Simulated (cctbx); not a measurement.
# Diagnosing a refinement

Cell a = 7.6200 Å, b = 7.6200 Å, c = 11.7380 Å, α = 90.00°, β = 90.00°, γ = 120.00°; space group P-6m2 (no. 187).

Simulated single-crystal data (cctbx): Ag Kα, λ = 0.56087 Å, to d = 0.8 Å, 95 % of the full sphere, strongest reflection 70000 counts, noise from counting, a 1.5 % proportional error and a noise floor of 8 counts (s.d.); no absorption.

An anisotropic refinement with weights 1/σ² prints:

```text
Rint 0.018, 525 unique reflections to 0.80 A
cycle     R1     wR2    GooF  max shift (A)
   1  0.0206  0.0493   3.643   0.00243
   2  0.0078  0.0197   1.453   0.00000
final R1 0.0078 wR2 0.0197 GooF 1.453  parameters 21  data/parameter 25.0
atom        x        y        z      Ueq    occ   su(xyz)  su(Uiso or U11)
Tb1    0.66667  0.33333  0.74456   0.0116  1.000  0.00003  0.0002
Eu1    0.68454  0.84227  0.77296   0.0140  1.000  0.00005  0.0001
Eu2    0.49721  0.50279  0.50000   0.0168  1.000  0.00004  0.0002
Eu3    0.50072  0.49928  0.00000   0.0114  1.000  0.00004  0.0001
Ni1    0.00000  0.00000  0.00000   0.0164  1.000  0.00000  0.0006
Na1    0.00000  0.00000  0.50000   0.0367  1.000  0.00000  0.0026
difference map: max 0.49 min -0.72 rms 0.10
Q1    0.1220  0.5610  0.0000    3    0.50  0.81 A from Eu3
Q2    0.0397  0.0794  0.0000    3    0.46  0.52 A from Ni1
Q3    0.1191  0.5595  0.5000    3    0.37  0.75 A from Eu2
Q4    0.1468  0.2935  0.5000    3    0.35  1.94 A from Na1
Q5    0.1643  0.3285  0.1848    6    0.31  0.50 A from Eu1
Q6    0.1317  0.3785  0.2468   12    0.30  0.65 A from Eu1
```

Q: Accept it or mend it, and why?

Mend it. The fault: wrong element: Tb1 is Eu. Against the right model at the same level, R1 goes from 0.0057 to 0.0078 and GooF from 0.94 to 1.45 and a hole of -0.7 e/Å³ opens. Tb1 has 2 electrons too many and its U swells to shed them, as expected (near an absorption edge f′ can widen the mismatch well beyond the difference in Z).

The compound is NaEu14Ni. The right model at the same level gives:

```text
Rint 0.018, 525 unique reflections to 0.80 A
cycle     R1     wR2    GooF  max shift (A)
   1  0.0157  0.0386   2.854   0.00072
   2  0.0057  0.0127   0.940   0.00000
final R1 0.0057 wR2 0.0127 GooF 0.940  parameters 21  data/parameter 25.0
atom        x        y        z      Ueq    occ   su(xyz)  su(Uiso or U11)
Eu1    0.66667  0.33333  0.74451   0.0100  1.000  0.00002  0.0001
Eu2    0.68451  0.84225  0.77291   0.0143  1.000  0.00003  0.0001
Eu3    0.49737  0.50263  0.50000   0.0172  1.000  0.00003  0.0001
Eu4    0.50085  0.49915  0.00000   0.0117  1.000  0.00002  0.0001
Ni1    0.00000  0.00000  0.00000   0.0170  1.000  0.00000  0.0004
Na1    0.00000  0.00000  0.50000   0.0404  1.000  0.00000  0.0018
Flack x: 0.14(10)
Hooft y: 0.116(95)  Bijvoet pairs: 231
difference map: max 0.31 min -0.23 rms 0.06
Q1    0.1561  0.5780  0.0000    3    0.32  1.04 A from Eu4
Q2    0.0392  0.0785  0.0000    3    0.25  0.52 A from Ni1
Q3    0.4490  0.1421  0.0000    6    0.21  1.31 A from Eu4
Q4    0.6667  0.3333  0.4521    2    0.20  2.30 A from Eu3
Q5    0.5902  0.1804  0.4300    6    0.19  1.47 A from Eu3
Q6    0.1516  0.3031  0.5000    3    0.19  2.00 A from Na1
```

Isotropic U is held between 0.0001 and 1 Å² by the program, and listed peak heights are interpolated, so they can pass the grid's maximum.

The model is made up (kin elements in a known structure type, no relaxation), so it says nothing on whether the phase exists.

[Middle refinement cycles are left out of these outputs.]

[Logs are printed without paths, hosts, clocks, repeated set-up lines and the standing remarks that a program may print on its own settings, such as how far it seeks lower states.]
